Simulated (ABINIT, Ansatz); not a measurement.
An input for Ansatz 0.2.0 (WS2 (Tungstenite)):

```yaml
crystal:
  lattice:
    - [3.1532, 0.0, 0.0]
    - [-1.5766, 2.7307513032, 0.0]
    - [0.0, 0.0, 12.323]
  atoms:
    - { symbol: W, position: [0.3333333333, 0.6666666667, 0.25] }
    - { symbol: W, position: [0.6666666667, 0.3333333333, 0.75] }
    - { symbol: S, position: [0.3333333333, 0.6666666667, 0.6225] }
    - { symbol: S, position: [0.6666666667, 0.3333333333, 0.1225] }
    - { symbol: S, position: [0.3333333333, 0.6666666667, 0.8775] }
    - { symbol: S, position: [0.6666666667, 0.3333333333, 0.3775] }
kpoints:
  mp_grid: { grid: [6, 6, 1] }
hamiltonian:
  xc: pbe
  pseudopotentials: { kind: nc, accuracy: standard }
scf:
  occupations: { method: fixed }
gw:
  n_empty_bands: 277
  ecut_chi: 176.87
  qp_bands: [v2, c2]
  qp_kpoints:
    - [0.0, 0.0, 0.0]
    - [0.1666666666667, 0.1666666666667, 0.0]
    - [0.3333333333333, 0.3333333333333, 0.0]
  screening: { model: godby_needs }
  pair_densities: pseudo
  plasmon_pole_fit_frequency: 25.9946
basis:
  ecutwfc: 843.55
```

```sh
ansatz run input.yaml --threads 4 --pin off --max-ram 14745MiB --backend cpu --events-out ev --progress --plain --runs-dir out
```

Q: How long will it take on 4 threads of Arm Neoverse V1, shared host, and how much memory?

It took 70 s; on shared hardware allow 35 s to 2.3 min. Peak host memory was 1.6 GiB. The sizes that set the cost: 5885 plane waves a state, 7 irreducible k points, 573 plane waves in the screening and 9 SCF cycles.

The screening grows as filled bands × empty bands × pairs of k points, times the square of the screening basis for the matrix.

[Paths, hosts, dates, memory and timing lines, banners, echoed tables and standing remarks are left out of the program output.]

[Logs are printed without paths, hosts, clocks, repeated set-up lines and the standing remarks that a program may print on its own settings, such as how far it seeks lower states.]

[Runs of the session that timed out or met a known fault of the program may be left out.]

[Hosts, paths, dates, database ids (printed as entryN), source tags and the programs' standing remarks are cut or masked in the printed files.]

[G0W0 gaps are taken among the corrected bands and points alone; a level outside them can change the order at an edge.]

[Where Ansatz stands beside ABINIT at settings called matched, ABINIT's density can come from a denser mesh and the files from another edition; pairs whose starting gaps differed by over 0.03 eV were left out, so agreement reads better than it is.]
